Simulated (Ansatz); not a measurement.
# Lattice dynamics of Y2CF2 monolayer, part 3 of 3

Wanted: phonon frequencies of Y2CF2 monolayer and what follows from them.

Ansatz 0.2.0; DFT PBEsol, scalar-relativistic, plane waves, PAW; PAW set soft_1.

So far. Step 4 (Relaxing to small forces for the phonons): The largest force component left is 0.12 meV/Å, within the tolerances set. Step 5 (Modes at Γ): Before it was imposed, the acoustic sum rule was missed by 2.4e-4 eV/Å² and the charge sum rule by 0.0027 e. Small misses are needed for a sound result but don't prove that mesh and cutoff are converged. The lowest optical mode is real, 124 cm⁻¹.

### 6. Phonons on a q mesh

Stability and thermal properties need the whole zone. Linear response on a 6×6×1 q mesh gives force constants as far as a supercell of that size would, and the tensors from the zone-centre run are typed in so that the long-range dipole term is interpolated apart.

Contents of input.yaml:

```yaml
crystal:
  lattice:
    - [3.5342727862, 0.0, 0.0]
    - [-1.7671363931, 3.0607700167, 0.0]
    - [0.0, 0.0, 33.2]
  atoms:
    - { symbol: C, position: [0.0, 0.0, 0.3012048193] }
    - { symbol: "Y", position: [0.3333333333, 0.6666666667, 0.3423058721] }
    - { symbol: "Y", position: [0.6666666667, 0.3333333333, 0.2601037665] }
    - { symbol: F, position: [0.6666666667, 0.3333333333, 0.3769557572] }
    - { symbol: F, position: [0.3333333333, 0.6666666667, 0.2254538814] }
  periodic: [true, true, false]
kpoints:
  mp_grid: { grid: [12, 12, 1] }
hamiltonian:
  xc: pbesol
  pseudopotentials: { kind: paw, azcp: { folder: soft_1 }, xc_functional: pbe }
scf:
  occupations: { method: fixed }
output:
  eigenvalues: true
phonons:
  method: dfpt
  qmesh: [6, 6, 1]
  temperatures: { t_max: 1000, t_step: 50 }
  qpath:
    path:
      - [0.0, 0.0, 0.0]
      - [0.5, 0.0, 0.0]
      - [0.33333333, 0.33333333, 0.0]
      - [0.0, 0.0, 0.0]
    npoints: 10
  isolated: true
  non_analytic_term:
    high_frequency_dielectric_tensor: [[2.7126, 0.0, 0.0], [0.0, 2.7126, 0.0], [0.0, 0.0, 1.1563]]
    born_effective_charges:
      - { species: C, tensor: [[-5.3539, 0.0, 0.0], [0.0, -5.3539, 0.0], [0.0, 0.0, -0.4058]] }
      - { species: "Y", tensor: [[4.443, 0.0, 0.0], [0.0, 4.443, 0.0], [0.0, 0.0, 0.6238]] }
      - { species: "Y", tensor: [[4.443, 0.0, 0.0], [0.0, 4.443, 0.0], [0.0, 0.0, 0.6238]] }
      - { species: F, tensor: [[-1.7661, 0.0, 0.0], [0.0, -1.7661, 0.0], [0.0, 0.0, -0.4209]] }
      - { species: F, tensor: [[-1.7661, 0.0, 0.0], [0.0, -1.7661, 0.0], [0.0, 0.0, -0.4209]] }
    source: "zone-centre run at this cell"
```

Command:

```sh
$ ansatz run input.yaml --threads 4 --pin off --max-ram 16384MiB --backend cpu --events-out ev --progress --plain --runs-dir out
```

Numbers of over 12 decimals in the logs are rounded to 6 here.

Output:

```text
Warning: phonons: the dynamical matrix that this run interpolates holds no multipole term above the dipole-dipole one, and a site of this crystal is no centre of inversion, so its interpolated transverse optical and acoustic branches and sound speeds can stay off near Gamma, and the density of states and the thermodynamics with them. What a run solves at a wave vector of phonons.qpoints, Gamma apart, where the deck admits one, is free of this, and under fd what a larger phonons.supercell samples
[...]
Crystal: 5 atoms, lattice volume = 359.144 Å³
Basis set: ecut = 420 eV, 6969 PW (Γ), exchange–correlation on 48×48×450 points (8 copies of the dense FFT grid, shifted against one another)
Bands: 25, of which v1, the nominal top of the filled ones, is band 20 counted from 1 (19 counted from 0)
Symmetry: 12 space group operations
k-points: 19 of 144 (irreducible under 6 space group operations, time reversal used)
[...]
SCF iter   1: F=—  HF=-9449.485277 eV  |F-HF|=—  |Δ(HF+E_count)|=         —  Δρ=5.39e-2  dr2=2.02e1  ethr=3.10e-3  ⟨swp⟩=7.7  Hψ=2738  notcnv=0  defer=53
[...]
SCF iter  13: F=-9444.242612 eV  HF=-9444.242612 eV  |F-HF|=2.91e-11  |Δ(HF+E_count)|=  3.46e-11  Δρ=3.74e-8  dr2=7.00e-12  ethr=1.00e-12  ⟨swp⟩=23.5  Hψ=5528  notcnv=0
SCF 1 converged in 13 iterations: F = -9444.242612 eV  dr2 = 7.00e-12
[...]
NSCF: frozen V_eff on 19 k-points
[...]
DFPT response loops at q = (0, 0, 0) (fractional): preconditioner auto → none (the input reference at scf.mixing.eps_inf says where Resta's filter doesn't serve); β = 0.50; Broyden in place of MSR1
[...]
SCF converged after 13 iterations
Free energy (F): -9444.242612 eV
[...]
Internal energy: -9444.242612 eV  (E = F + TS)
E sigma→0 (E₀):  -9444.242612 eV
Fermi energy:    -4.187882 eV
[...]
--- Band table (eV; the first three rows and the last of 19) ---
  k-point 0: bands = [... 16 lower, -9.8938, -5.7186, -4.1879, -4.1879, -1.3358 (-1.3358°), -1.1697, -1.0273, -1.0273, ... 1 higher]
  k-point 1: bands = [... 16 lower, -9.8413, -5.6281, -4.4129, -4.2168, -1.3734 (-1.3734°), -1.1972 (-1.1972°), -1.0194, -0.8873, ... 1 higher]
  k-point 2: bands = [... 16 lower, -9.7917, -5.4169, -4.8736, -4.2785, -1.8324, -1.0673 (-1.0673°), -0.7486, -0.5634, ... 1 higher]
  k-point 18: bands = [... 16 lower, -9.8305, -5.4494, -5.4494, -4.8323, -1.2288, -0.1671, -0.1671, 0.4698, ... 1 higher]
  ° read free of the cell's end (the report's vacuum.weakly_bound_levels)
--- Phonons (Γ-DFPT): 10 representative perturbations + reference (Σ response iterations 46) ---
  ASR residual: 6.814e-5 → 0.000e0 eV/Å²; symmetrization residual: 4.346e-6 eV/Å²
[...]
ASR residual per site (eV/Å²): 6.81e-5 2.49e-5 2.50e-5 4.91e-5 5.37e-5
[...]
--- Phonons (arbitrary-q DFPT): 7 irreducible q on the 6×6×1 mesh ---
  q = [0.0000, 0.0000, 0.0000] (star 1, of the zone-centre solve; hermiticity 4.48e-7, symmetrization 1.22e-13, taken by the last average 2.95e-7): -0.00 -0.00 0.00 123.79 123.79 202.60 202.60 207.29 240.60 240.60 340.06 362.54 363.90 363.90 611.31
  q = [0.0000, 0.1667, 0.0000] (star 6, 15 solved perturbations on 78 of 144 k-point pairs; hermiticity 3.60e-7, symmetrization 2.67e-9, taken by the last average 5.93e-7): 41.57 69.23 114.85 129.97 153.25 203.17 214.80 226.62 237.54 275.46 317.32 324.51 375.50 558.29 574.38
[...]
q = [0.1667, 0.1667, 0.0000] (star 6, 10 solved perturbations in 1110 linear systems a pass and spin channel, the states on 144 of 144 k-point pairs; hermiticity 2.26e-7, symmetrization 1.27e-10, taken by the last average 6.09e-7): 90.91 111.99 148.58 173.22 180.91 203.07 219.23 228.25 238.26 266.46 299.38 302.38 408.61 522.06 565.85
[...]
sum rule: each row above includes the acoustic sum rule's correction from the zone centre's row sums; it moved no ω² by more than (1.24 cm⁻¹)²
  mesh force constants: q→R imaginary residual 7.81e-19; ASR residual 6.814e-5 → 0.000e0 eV/Å²; symmetrization residual 8.882e-15 eV/Å²
  interpolated dispersion: 31 rows × 15 modes
  density of states and harmonic sums: on the 24×24×1 q-mesh, interpolated from the force constants of a 6×6×1 supercell (with the dipole–dipole term of supplied tensors)
  largest difference from the sums on the solved wave vectors: F 2.49e-2 eV, S 3.17e-5 and C_V 6.67e-6 eV/K
  zero-point energy: 0.246321 eV/cell   skipped modes (ω ≤ 0): 3   left out of the sums: 3.47e-4 of the cell's modes: C_V's classical limit lies that fraction below 3 k_B per atom; for a crystal, a wire or a layer, F and S can be off by more, and a phonons.interpolated_qmesh denser along its periods is the remedy for the sampling
```

Elapsed: 30 min, on 4 threads of Arm Neoverse V1, shared host; peak memory 3 GiB; 2 h of CPU time.

This step gave:

| Item | Value |
| --- | --- |
| sum-rule residual before enforcement | 6.81e-5 eV/Å² |
| lowest frequency on the path | 0 cm⁻¹ |
| highest frequency on the path or at a solved wavevector | 611.3 cm⁻¹ |
| mean frequency | 264.6 cm⁻¹ |
| lowest mode on the q mesh (acoustic modes at Γ apart) | 41.57 cm⁻¹ |
| zero-point energy per atom | 49.26 meV |
| heat capacity at 300 K | 21.45 J/(mol atoms K) |
| vibrational entropy at 300 K | 23.98 J/(mol atoms K) |

Frequencies (cm⁻¹) solved at each irreducible wavevector; negative means imaginary. Frequencies by wavevector, by row:

```
q in reciprocal lattice units  star  mode 1  mode 2  mode 3  mode 4  mode 13  mode 14  mode 15
                        0 0 0     1       0       0       0   123.8    363.9    363.9    611.3
                   0 0.1667 0     6    41.6    69.2   114.8     130    375.5    558.3    574.4
                   0 0.3333 0     6   109.8   117.5   143.9   176.4    381.2    495.9      575
                     0 -0.5 0     3   137.1   149.7   152.2   161.4    380.4    455.6    572.9
              0.1667 0.1667 0     6    90.9     112   148.6   173.2    408.6    522.1    565.9
              0.1667 0.3333 0    12   138.9   144.9     169   177.1    437.3      466    558.4
              0.3333 0.3333 0     2   159.6   159.6   163.8   203.3    440.2      515      515
```

Interpolated from a 6×6×1 q mesh, with the LO-TO term (at Γ the limit along the path; where Γ stands inside the path, tables give the limit on arrival). Phonon branches along the path, in cm⁻¹:

```
  point  branch 1  branch 2  branch 3  branch 4  branch 12  branch 13  branch 14  branch 15
      Γ         0         0         0       124        362        364        364        611
halfway        77        96       137       157        309        381        531        577
      M       137       150       152       161        310        380        456        573
halfway       150       152       164       178        294        449        449        556
      K       160       160       164       203        279        440        515        515
halfway        91       112       149       173        302        409        522        566
      Γ         0         0         0       124        362        364        364        611
```

The phonon density of states has structure finer than the step of the table below, so its rows give means over 20 cm⁻¹, whole bins alone (the curve runs from 2.5 to 612 cm⁻¹). Peaks (cm⁻¹: height): 147.5: 0.0708, 202.5: 0.115, 237.5: 0.188, 262.5: 0.0509, 302.5: 0.0541, 382.5: 0.0311, 572.5: 0.0539.

Tetrahedra on a 24×24×1 mesh, mean over bins of 5 cm-1. Interpolated from a 6×6×1 q mesh. Phonon density of states against wavenumber; means over each step:

```
wavenumber (cm⁻¹)  phonon density of states (1/cm⁻¹/cell)
               20                                 0.00337
               40                                 0.00513
               60                                 0.00717
               80                                 0.00995
              100                                  0.0141
              120                                  0.0267
              140                                  0.0571
              160                                  0.0522
              180                                  0.0380
              200                                  0.0530
              220                                  0.0758
              240                                   0.111
              260                                  0.0334
              280                                  0.0446
              300                                  0.0461
              320                                  0.0159
              340                                 0.00400
              360                                 0.00301
              380                                  0.0166
              400                                  0.0112
              420                                 0.00742
              440                                  0.0124
              460                                  0.0121
              480                                  0.0129
              500                                 0.00812
              520                                 0.00628
              540                                  0.0110
              560                                  0.0295
              580                                  0.0183
              600                                 0.00197
```

The partial phonon density of states has structure finer than the step of the table below, so its rows give means over 20 cm⁻¹, whole bins alone (the curve runs from -10 to 640 cm⁻¹). Peaks (cm⁻¹: height): C 382.2: 0.0196, 443.5: 0.0178, 566.1: 0.028; F 235.1: 0.138; Y 149.3: 0.0571, 202.5: 0.0518, 235.1: 0.0244, 304.6: 0.0160.

Phonopy on the run's constants, 19x19x1 mesh, Gaussian sigma 4.6 cm-1. Interpolated from a 6×6×1 q mesh. The partial phonon density of states by wavenumber; means over each step; values in 1/cm⁻¹/cell:

```
wavenumber (cm⁻¹)        C        F        Y
                0   6.6e-5   2.2e-4  0.00100
               20   1.6e-4   5.4e-4  0.00251
               40   2.5e-4   8.8e-4  0.00424
               60   3.0e-4  0.00107  0.00573
               80   3.4e-4  0.00127  0.00808
              100   3.9e-4  0.00160   0.0124
              120   3.7e-4  0.00248   0.0242
              140   3.3e-4  0.00441   0.0511
              160   4.5e-4  0.00538   0.0461
              180   4.3e-4  0.00564   0.0331
              200   5.0e-4   0.0133   0.0366
              220  0.00186   0.0606   0.0188
              240  0.00101   0.0896   0.0175
              260   9.2e-4   0.0282  0.00562
              280   6.4e-4   0.0327  0.00978
              300   4.0e-4   0.0311   0.0136
              320   1.0e-4   0.0116  0.00436
              340   4.9e-5  0.00333  0.00135
              360  0.00190   8.5e-4   4.0e-4
              380   0.0156   7.9e-4   1.2e-4
              400   0.0112   3.3e-4   1.1e-4
              420  0.00750   1.4e-4   6.1e-5
              440   0.0128   2.5e-4   1.2e-4
              460   0.0124   4.9e-4   2.0e-4
              480   0.0125   6.1e-4   2.3e-4
              500  0.00722   3.9e-4   1.8e-4
              520  0.00636   3.0e-4   2.7e-4
              540  0.00994   3.7e-4   3.0e-4
              560   0.0240   8.1e-4   6.5e-4
              580   0.0154   5.0e-4   7.5e-4
              600  0.00441   1.0e-4   3.1e-4
              620   2.7e-4   2.5e-7   2.0e-5
```

Harmonic thermodynamic functions per atom, from the density of states. Interpolated from a 6×6×1 q mesh. Thermodynamic functions, by row:

```
T (K)  F_vib (meV/atom)  S (J/mol-atom/K)  C_V (J/mol-atom/K)
    0             49.26                 0                   0
  100              47.3             5.753               10.38
  200             35.97             15.86               18.38
  300             15.15             23.98               21.45
  400            -13.14             30.37               22.83
  500            -47.39             35.55               23.54
  600            -86.53             39.88               23.94
  700            -129.8             43.59                24.2
  800            -176.7             46.83               24.36
  900            -226.8             49.71               24.48
 1000            -279.6             52.29               24.57
```

Symmetry leaves 7 wavevectors to solve. The lowest mode among them, the acoustic zeros apart, lies at q = (0, 0.167, 0) and is real, 41.6 cm⁻¹.

### 7. Isotope substitution

An isotope changes the mass and not the force constants, so no new electronic calculation is needed; the shifts show which modes move this element.

The same force constants with the mass of C changed from 12.011 to 13.003 u (phonopy, no LO-TO term). Both lists are sorted by frequency; levels can cross, so a row need not hold one and the same mode. Modes under 3 cm⁻¹ are left out. Isotope shifts, by row, the first 40 of 57 rows:

```
         q  rank  natural mass (cm⁻¹)  changed mass (cm⁻¹)
     0 0 0     4                123.8                123.8
     0 0 0     5                123.8                123.8
     0 0 0     6                202.6                201.9
     0 0 0     7                202.6                201.9
     0 0 0     8                207.3                207.3
     0 0 0     9                240.6                240.6
     0 0 0    10                240.6                240.6
     0 0 0    11                340.1                339.9
     0 0 0    12                362.5                351.7
     0 0 0    13                363.9                351.7
     0 0 0    14                363.9                362.5
     0 0 0    15                611.3                589.1
0 0.1667 0     1                41.57                41.49
0 0.1667 0     2                69.23                69.14
0 0.1667 0     3                114.8                114.7
0 0.1667 0     4                  130                  130
0 0.1667 0     5                153.2                153.2
0 0.1667 0     6                203.2                203.2
0 0.1667 0     7                214.8                214.3
0 0.1667 0     8                226.6                226.5
0 0.1667 0     9                237.5                237.5
0 0.1667 0    10                275.5                274.8
0 0.1667 0    11                317.3                317.2
0 0.1667 0    12                324.5                324.5
0 0.1667 0    13                375.5                362.2
0 0.1667 0    14                558.3                538.7
0 0.1667 0    15                574.4                553.9
0 0.3333 0     1                109.8                109.7
0 0.3333 0     2                117.5                117.5
0 0.3333 0     3                143.9                143.9
0 0.3333 0     4                176.4                176.3
0 0.3333 0     5                193.8                193.6
0 0.3333 0     6                217.9                217.9
0 0.3333 0     7                221.7                221.4
0 0.3333 0     8                228.5                228.3
0 0.3333 0     9                233.5                233.5
0 0.3333 0    10                264.5                264.2
0 0.3333 0    11                292.4                292.3
0 0.3333 0    12                305.3                305.1
0 0.3333 0    13                381.2                366.9
```

A mode of this element alone would shift by -3.89 %. The highest zone-centre frequency without the field goes from 611.3 to 589.1 cm⁻¹ (-3.6 %). The product of the frequency ratios over all optical modes at Γ is 0.894; the product rule, (m/m′)^(3k/2) (M′/M)^(3/2) with k = 1 such atoms and M the mass of the cell, gives 0.894.

### 8. Results

- space group after relaxation (within 0.01 Å): P-3m1
- area per atom: 2.16 Å²
- gap on the k-mesh: 1.06 eV
- highest optical mode at the zone centre (no LO-TO term): 611 cm⁻¹
- lowest optical zone-centre mode: 124 cm⁻¹
- largest Born charge (third of the trace): -3.70 e
- lowest mode on the q mesh (acoustic modes at Γ apart): 41.6 cm⁻¹
- highest frequency on the path or at a solved wavevector: 611 cm⁻¹
- zero-point energy per atom: 49.3 meV
- heat capacity at 300 K: 21.5 J/(mol atoms K)
- vibrational entropy at 300 K: 24.0 J/(mol atoms K)
- imaginary modes on the 6×6×1 q mesh: none

What this shows: The structure is a minimum as far as tested: no mode is imaginary at the 7 irreducible wavevectors of the 6×6×1 mesh, and the softest away from the acoustic zeros lies at 42 cm⁻¹. Without the field, the optical modes at Γ span 124 to 611 cm⁻¹. The highest mode in this list at Γ, 611.3 cm⁻¹, is mostly motion of C (94 % of the kinetic energy). The strongest infrared line is at 364 cm⁻¹. Averaged over orientations, the strongest Raman line at 532 nm and 300 K is at 207 cm⁻¹. The tensors are the static, non-resonant ones, while 532 nm light (2.33 eV) lies above the computed gap. In a sheet or slab the interpolated bending branch near Γ is rough, since the rotational sum rule isn't imposed. Dielectric tensors refer to the cell with its vacuum. The PAW files were made for PBE and serve the other functionals too. The starting cell was built on a prototype and not taken from a measurement. These are harmonic frequencies at zero temperature: anharmonic shifts, linewidths and thermal expansion are left out.

[Logs are printed without paths, hosts, clocks, repeated set-up lines and the standing remarks that a program may print on its own settings, such as how far it seeks lower states.]

[Hosts, paths, dates, database ids (printed as entryN), source tags and the programs' standing remarks are cut or masked in the printed files.]
